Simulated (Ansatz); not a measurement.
# From r2SCAN to G0W0: BaTiO3 (P4mm)

How far does one-shot GW move the r2SCAN gap of BaTiO3 (P4mm)?

Method: r2SCAN, then G0W0 on it, plane waves, PAW, in Ansatz 0.2.0.

Report form: the programs' logs are mostly left out.

The database entry behind the starting cell differs from later determinations by our own check (c/a about 0.6 % short), so it need not match the best structure at ambient conditions.

In doubt: masses and optical values from hybrid runs of this build are listed as unsure (in some of the runs), which bears on the screening that GW takes from such a start.

## (1) Starting point

Symmetry: P4mm, No. 99, tetragonal system. The conventional cell has a = 4.000 Å, b = 4.000 Å, c = 4.018 Å, α = 90.00°, β = 90.00°, γ = 90.00°. Ba has 12 O at 2.79 to 2.88 Å nearest. Ti has 6 O at 1.89 to 2.13 Å nearest. Nearest to O lie 2 Ti at 1.89 to 2.13 Å and 4 Ba at 2.83 Å. Nearest to O lie 2 Ti at 2.00 Å and 4 Ba at 2.79 to 2.88 Å. Farther neighbours and most contacts between anions are not listed.

The cell and positions come from the Crystallography Open Database and are kept as given unless a step says otherwise. Spin-orbit coupling is left out unless a step names it. The default PAW set here is soft_2. Its files were made with PBE.

## (2) Bands along the symmetry lines

Levels along a band path and on the mesh show where this functional puts the band edges.

This step: DFT, r2SCAN, plane waves, PAW.

input.yaml reads:

```yaml
crystal:
  lattice:
    - [3.9998, 0.0, 0.0]
    - [0.0, 3.9998, 0.0]
    - [0.0, 0.0, 4.018]
  atoms:
    - { symbol: Ba, position: [0.0, 0.0, 0.0] }
    - { symbol: Ti, position: [0.5, 0.5, 0.49] }
    - { symbol: O, position: [0.5, 0.5, 0.019] }
    - { symbol: O, position: [0.5, 0.0, 0.517] }
    - { symbol: O, position: [0.0, 0.5, 0.517] }
kpoints:
  mp_grid: { grid: [6, 6, 6] }
  band_path:
    path:
      - [[0.0, 0.0, 0.0], [0.0, 0.5, 0.0], [0.5, 0.5, 0.0], [0.0, 0.0, 0.0], [0.0, 0.0, 0.5], [0.0, 0.5, 0.5], [0.5, 0.5, 0.5], [0.0, 0.0, 0.5]]
      - [[0.0, 0.5, 0.0], [0.0, 0.5, 0.5]]
      - [[0.5, 0.5, 0.0], [0.5, 0.5, 0.5]]
    npoints: 10
hamiltonian:
  xc: r2scan
scf:
  occupations: { method: fermi_dirac, width: 0.02 }
  n_extra_bands: 5
output:
  eigenvalues: true
  write_density: true
  write_potential: true
  elf: true
  volumetric_format: npy
```

On the command line:

```sh
> ansatz run input.yaml --threads 2 --pin off --max-ram 92160MiB --backend cuda --events-out ev --progress --plain --runs-dir out --devices 1 --max-vram 13GiB  # rebuilt from the run's record
```

Run time: 4.9 s. Hardware: 1 × NVIDIA H100 80GB HBM3 (shared by 6 runs) with 2 threads of AMD EPYC 7R13 (Zen 3), shared host; peak memory 1 GiB.

This step gave:

```
filled bands         : 20
gap                  : 2.186 eV
valence top at       : A
conduction bottom at : Γ
least direct gap     : 2.442 eV
```

Over mesh and path the gap is 2.186 eV, from k = (0.500, 0.500, 0.500) to k = Γ. The least direct gap found is 2.442 eV, at k = Γ.

Electronic bands along the path, in eV, zero at the top of the highest nominally filled band:

| point | band 17 | band 18 | band 19 | band 20 | band 21 | band 22 | band 23 | band 24 |
| --- | --- | --- | --- | --- | --- | --- | --- | --- |
| Γ | -1.19 | -0.28 | -0.26 | -0.26 | 2.19 | 2.39 | 2.39 | 4.31 |
| halfway | -1.54 | -1.20 | -0.64 | -0.56 | 2.44 | 3.10 | 3.11 | 4.39 |
| X | -1.81 | -1.70 | -0.93 | -0.84 | 2.49 | 3.85 | 3.89 | 4.37 |
| halfway | -1.51 | -1.44 | -1.06 | -0.48 | 3.16 | 3.89 | 4.02 | 4.99 |
| M | -1.79 | -0.96 | -0.96 | -0.05 | 3.91 | 3.91 | 4.33 | 5.09 |
| halfway | -1.71 | -1.11 | -0.89 | -0.47 | 3.04 | 3.22 | 3.47 | 4.94 |
| Γ | -1.19 | -0.28 | -0.26 | -0.26 | 2.19 | 2.39 | 2.39 | 4.31 |
| halfway | -1.57 | -1.24 | -0.49 | -0.49 | 2.24 | 3.20 | 3.20 | 4.31 |
| Z | -1.90 | -1.89 | -0.69 | -0.69 | 2.31 | 3.92 | 3.92 | 4.31 |
| halfway | -1.39 | -1.27 | -1.09 | -0.56 | 3.15 | 3.93 | 4.01 | 5.01 |
| R | -1.74 | -0.89 | -0.87 | -0.13 | 3.89 | 3.94 | 4.32 | 5.21 |
| halfway | -2.44 | -0.56 | -0.51 | -0.11 | 4.19 | 4.19 | 4.43 | 6.65 |
| A | -2.38 | -0.09 | -0.09 | 0.00 | 4.54 | 4.54 | 4.55 | 7.27 |
| halfway | -2.13 | -0.88 | -0.63 | -0.57 | 3.65 | 4.08 | 4.12 | 6.29 |
| Z | -1.90 | -1.89 | -0.69 | -0.69 | 2.31 | 3.92 | 3.92 | 4.31 |
| jump to X | -1.81 | -1.70 | -0.93 | -0.84 | 2.49 | 3.85 | 3.89 | 4.37 |
| halfway | -1.39 | -1.37 | -1.15 | -0.54 | 3.25 | 3.87 | 4.03 | 5.03 |
| R | -1.74 | -0.89 | -0.87 | -0.13 | 3.89 | 3.94 | 4.32 | 5.21 |
| jump to M | -1.79 | -0.96 | -0.96 | -0.05 | 3.91 | 3.91 | 4.33 | 5.09 |
| halfway | -2.48 | -0.60 | -0.60 | -0.02 | 4.20 | 4.20 | 4.44 | 6.53 |
| A | -2.38 | -0.09 | -0.09 | 0.00 | 4.54 | 4.54 | 4.55 | 7.27 |

Electrostatic potential energy in the ac plane at fractional y = 0.500, with atoms of Ti and O within 0.2 Å of it. With pseudopotentials it is smooth inside the atoms' cores, unlike the true potential.

Values in eV, 14 rows by 14 columns, each cell a mean:
```
 14  14  15  15  13  -7 -25 -31 -22   2  14  15  14  14
 14  15  15  15  14   8  -5 -11  -2  11  14  15  15  14
 15  15  15  14  13  11   9   9  10  12  13  14  15  15
 13  14  14  13  10   5   1  -1   2   7  11  13  14  14
-14  -5   9  10   3 -10 -18 -20 -17  -5   6  11   6  -9
-32 -25  -2   7  -4 -20 -27 -28 -26 -16   0   7 -10 -27
-37 -31  -9   5 -10 -25 -29 -30 -29 -21  -5   4 -18 -34
-32 -25  -2   6  -9 -24 -29 -30 -28 -20  -4   6 -10 -27
 -7   1  11   9  -1 -16 -24 -26 -23 -12   3  10   9  -2
 13  14  14  11   6  -3 -11 -14 -10   0   8  12  14  13
 15  15  15  14  12   8   4   2   5  10  12  14  15  15
 14  15  15  15  13   5 -10 -15  -6  10  14  15  15  15
 14  14  15  15  12 -11 -29 -35 -27  -2  14  15  14  14
 14  14  15  15  11 -16 -34 -37 -31  -7  13  15  14  14
```
Columns run along a (4.0 Å; values clipped at the 3rd and 97th percentile), rows up along c (4.0 Å). Atoms in or near the plane, at fractional coordinates: Ti at (0.50, 0.49), O at (0.50, 0.02), O at (0.00, 0.52).

ELF in the ac plane at fractional y = 0.500, with atoms of Ti and O within 0.2 Å of it. It is the smooth field of the valence electrons, not physical close to the nuclei.

Ten even steps from '0' (0.01) to '9' (0.82), each cell a mean:
```
00048998997200
00026999984100
54102456531024
88520112100268
99841367621699
79952676752698
37943730473696
79943741562698
99831577741499
88510234310268
32113455542113
00026999985100
00148986898300
00159963798300
```
Columns run along a (4.0 Å), rows up along c (4.0 Å). Atoms in or near the plane, at fractional coordinates: Ti at (0.50, 0.49), O at (0.50, 0.02), O at (0.00, 0.52).

## (3) One-shot GW

G0W0 replaces the xc potential by a self-energy built once from the orbitals of the start. Levels are corrected in the window of bands that the input names, at points of the mesh.

This step: G0W0 on r2SCAN, plane waves, PAW.

input.yaml, the sections that differ from step 2:

```yaml
kpoints:
  mp_grid: { grid: [4, 4, 4] }
scf:
  occupations: { method: fixed }
gw:
  n_empty_bands: 509
  ecut_chi: 230.0
  qp_bands: [v2, c2]
  qp_kpoints: band_edges
  screening: { model: contour_deformation }
# crystal, hamiltonian: as in step 2
# output: removed
```

Elapsed: 61 s, on 1 × NVIDIA H100 80GB HBM3 (shared by 6 runs) with 2 threads; peak memory 2.2 GiB.

This step gave:

```yaml
bands_summed: 529
rpa_eps_infinity_on_this_mesh_eigenvalues: 5.443, 5.712, 5.712
plane_waves_in_the_screening_matrix: 485
q_points_in_the_mesh: 64
g0w0_gap_over_the_corrected_points: 3.268 eV
k_of_the_valence_top: -0.5, -0.5, -0.5
k_of_the_conduction_bottom: 0, 0, 0
starting_gap_on_the_mesh: 2.177 eV
z_at_the_valence_top: 0.7202
z_at_the_conduction_bottom: 0.7366
least_direct_g0w0_gap_over_the_corrected_points: 3.553 eV
```

Over 12 of 18 irreducible mesh points the G0W0 gap is 3.268 eV, from k = (-0.500, -0.500, -0.500) to k = Γ. The r2SCAN gap of this run on the mesh is 2.177 eV. The two states that bound the G0W0 gap lie that far apart at the start, so the correction of the gap is 3.268 − 2.177 = +1.091 eV. The start of this run differs from the step before in mesh (6×6×6 and 4×4×4).

Labels follow the order of the start: v1 is the top filled band, c1 the lowest empty one; levels that stay degenerate share a row, the window can cut a multiplet, doubted levels are not marked in this list, bands outside the window were not corrected, and the list may be a part of the corrected levels. Levels before and after the correction, in eV, zero at the valence-band top of each column:

|  | conduction bottom | valence top |
| --- | --- | --- |
| Kohn-Sham | 2.18 | 0.00 |
| G0W0 | 3.27 | 0.00 |

|  | level | occupation | energy (eV) |
| --- | --- | --- | --- |
| Kohn-Sham | Γ v2-v1 | 2 | -0.256 |
| Kohn-Sham | Γ c1 | 0 | 2.177 |
| Kohn-Sham | Γ c2 | 0 | 2.381 |
| Kohn-Sham | (-0.5 -0.5 -0.5) v2 | 2 | -0.086 |
| Kohn-Sham | (-0.5 -0.5 -0.5) v1 | 2 | 0.000 |
| Kohn-Sham | (-0.5 -0.5 -0.5) c1-c2 | 0 | 4.535 |
| G0W0 | Γ v2-v1 | 2 | -0.285 |
| G0W0 | Γ c1 | 0 | 3.268 |
| G0W0 | Γ c2 | 0 | 3.486 |
| G0W0 | (-0.5 -0.5 -0.5) v2 | 2 | -0.099 |
| G0W0 | (-0.5 -0.5 -0.5) v1 | 2 | 0.000 |
| G0W0 | (-0.5 -0.5 -0.5) c1-c2 | 0 | 5.710 |

The parts of the quasiparticle energy for the two states that bound the G0W0 gap, in eV on the run's own scale (QP = start + Σx + Σc − Vxc, with Σc at the quasiparticle energy):

| edge | k | band | start | Σx | Σc | Vxc | Z | QP |
| --- | --- | --- | --- | --- | --- | --- | --- | --- |
| valence top | (-0.500, -0.500, -0.500) | 20 | 9.993 | −25.933 | 4.417 | −21.243 | 0.720 | 9.720 |
| conduction bottom | Γ | 21 | 12.171 | −12.525 | −6.677 | −20.019 | 0.737 | 12.988 |

## (4) Spin-orbit coupling

This run has two-component orbitals with spin-orbit coupling.

This step: DFT, r2SCAN with spin-orbit coupling, plane waves, PAW.

input.yaml, the sections that differ from step 3:

```yaml
kpoints:
  mp_grid: { grid: [6, 6, 6] }
  band_path:
    path:
      - [0.0, 0.0, 0.0]
      - [0.0, 0.5, 0.0]
      - [0.5, 0.5, 0.0]
      - [0.0, 0.0, 0.5]
      - [0.0, 0.5, 0.5]
      - [0.5, 0.5, 0.5]
    npoints: 1
scf:
  occupations: { method: fixed }
  n_extra_bands: 10
magnetization:
  noncollinear: true
  spin_orbit: true
output:
  eigenvalues: true
# crystal, hamiltonian: as in step 3
# gw: removed
```

Wall time 13 s (1 × NVIDIA H100 80GB HBM3 (shared by 6 runs) with 2 threads); peak memory 1.1 GiB.

Numbers from this step:

```
gap                  : 2.185 eV
valence top at       : A
conduction bottom at : Γ
least direct gap     : 2.395 eV
```

Over mesh and listed points the gap is 2.185 eV, from k = (0.500, 0.500, 0.500) to k = Γ. The least direct gap found is 2.395 eV, at k = Γ. r2SCAN+SOC against r2SCAN: 2.185 − 2.186 = −0.001 eV, with the same mesh, set of files (read in its fully relativistic form for the spin-orbit run) and cutoff, and both edges at the same k points. The spin-orbit run sees mesh and listed points alone, so its gap is an upper bound: the coupling can move an edge off these points, the more so as this crystal has no centre of inversion, and the change over the zone, its sign included where it is small, is not known.

## (5) Side by side

Each gap is the least one over the points named; times are wall times on shared hosts, not benchmarks. A G0W0 time includes the run's own self-consistent start. Runs with listed points see these and the mesh alone, so an edge that moves elsewhere is missed. Rows marked * are further runs, not shown as steps, whose inputs differ from the G0W0 step on the same start in the columns given; solver thresholds can differ too. Symmetry makes (0.500, 0.500, 0.500) and (-0.500, -0.500, -0.500) one point.

| level | mesh | files, cutoff | bands summed, screening | points | gap (eV) | valence top | conduction bottom | least direct gap (eV) | time |
| --- | --- | --- | --- | --- | --- | --- | --- | --- | --- |
| r2SCAN | 6×6×6 | soft_2 PAW, 500 eV | - | mesh and path | 2.186 | (0.500, 0.500, 0.500) | Γ | 2.442 | 4.9 s |
| r2SCAN+SOC | 6×6×6 | soft_2 PAW, 500 eV | - | mesh and listed points | 2.185 | (0.500, 0.500, 0.500) | Γ | 2.395 | 13 s |
| G0W0@r2SCAN* | 4×4×4 | soft_2 PAW, 500 eV | 103, 69 eV | 12 of 18 irreducible mesh points | 3.282 | (-0.500, -0.500, -0.500) | Γ | 3.530 | 11 s |
| G0W0@r2SCAN* | 4×4×4 | soft_2 PAW, 500 eV | 256, 138 eV | 12 of 18 irreducible mesh points | 3.205 | (-0.500, -0.500, -0.500) | Γ | 3.481 | 15 s |
| G0W0@r2SCAN | 4×4×4 | soft_2 PAW, 500 eV | 529, 230 eV | 12 of 18 irreducible mesh points | 3.268 | (-0.500, -0.500, -0.500) | Γ | 3.553 | 61 s |
| G0W0@r2SCAN* | 4×4×4 | soft_2 PAW, 500 eV | 529, 230 eV, plasmon pole | 12 of 18 irreducible mesh points | 3.177 | (-0.500, -0.500, -0.500) | Γ | 3.468 | 61 s |

## (6) Outcome

* r2SCAN gap over mesh and path: 2.186 eV, from k = (0.500, 0.500, 0.500) to k = Γ
* G0W0@r2SCAN gap over 12 of 18 irreducible mesh points: 3.268 eV, from k = (-0.500, -0.500, -0.500) to k = Γ
* r2SCAN+SOC gap over mesh and listed points: 2.185 eV
* GW settings: 4×4×4 mesh, 509 empty bands, screening to 230 eV
* known limits: finite bands, screening cutoff and k mesh; no spin-orbit coupling in G0W0

What this shows: Over 12 of 18 irreducible mesh points the G0W0 gap is 3.268 eV, from k = (-0.500, -0.500, -0.500) to k = Γ. The r2SCAN gap of this run on the mesh is 2.177 eV. The two states that bound the G0W0 gap lie that far apart at the start, so the correction of the gap is 3.268 − 2.177 = +1.091 eV. The valence state moves by 9.720 − 9.993 = −0.273 eV and the conduction state by 12.988 − 12.171 = +0.817 eV, on the run's own scale; with 103 bands the edge states move by +0.280 and +1.385 eV, so the split between the edges depends on the bands and cutoff. Both edges that r2SCAN shows over mesh and path lie at k points where levels were corrected. Levels at other points were not corrected, so a lower G0W0 gap elsewhere in the zone is not ruled out. From 103 bands and 69 eV to 529 bands and 230 eV the gap moves by 3.268 − 3.282 = −0.014 eV (rung by rung 3.282, 3.205, 3.268 eV); bands and screening cutoff rise together, so their parts are not told apart. The gap turns back along the series (3.282, 3.205, 3.268 eV), so no line is drawn and the limit is not known. With the plasmon pole model in place of the contour deformation model and all else as in the G0W0@r2SCAN row with 529 bands, the gap differs by 3.177 − 3.268 = −0.091 eV. G0W0 on other starts in this series, not shown as steps and not all at these settings: 3.581 eV on HSE06 (4×4×4, soft_2 PAW, 529 bands, 230 eV). r2SCAN+SOC against r2SCAN: 2.185 − 2.186 = −0.001 eV, with the same mesh, set of files (read in its fully relativistic form for the spin-orbit run) and cutoff, and both edges at the same k points. The spin-orbit run sees mesh and listed points alone, so its gap is an upper bound: the coupling can move an edge off these points, the more so as this crystal has no centre of inversion, and the change over the zone, its sign included where it is small, is not known. What spin-orbit coupling does to the G0W0 levels was not computed, so no sum with the G0W0 gap is formed. The G0W0 runs are scalar-relativistic. No pair of G0W0 runs that differ in the mesh alone is shown (4×4×4 is a supercell whose nearest images lie 16 Å apart), so the error from the mesh is not known here. G0W0 is shown with one set of atomic data (soft_2 PAW), so the error from the files is not known here.

[Paths, hosts, dates, memory and timing lines, banners, echoed tables and standing remarks are left out of the program output.]

[Logs are printed without paths, hosts, clocks, repeated set-up lines and the standing remarks that a program may print on its own settings, such as how far it seeks lower states.]

[Runs of the session that timed out or met a known fault of the program may be left out.]

[Cells called generated may have been cut or substituted from an entry of the Crystallography Open Database or the Materials Project.]

[Hosts, paths, dates, database ids (printed as entryN), source tags and the programs' standing remarks are cut or masked in the printed files.]

[Where an RPA ε∞ is given, it is that of the G0W0 mesh and is not shown converged in it. Names of k-points follow the symmetry that the program found, which can be lower than the space group named. Band edges on a path are those of the sampled points; other points can move an edge, and change direct to indirect where valleys lie close.]

[Hybrid gaps are those of their k-mesh and are not shown converged in it.]
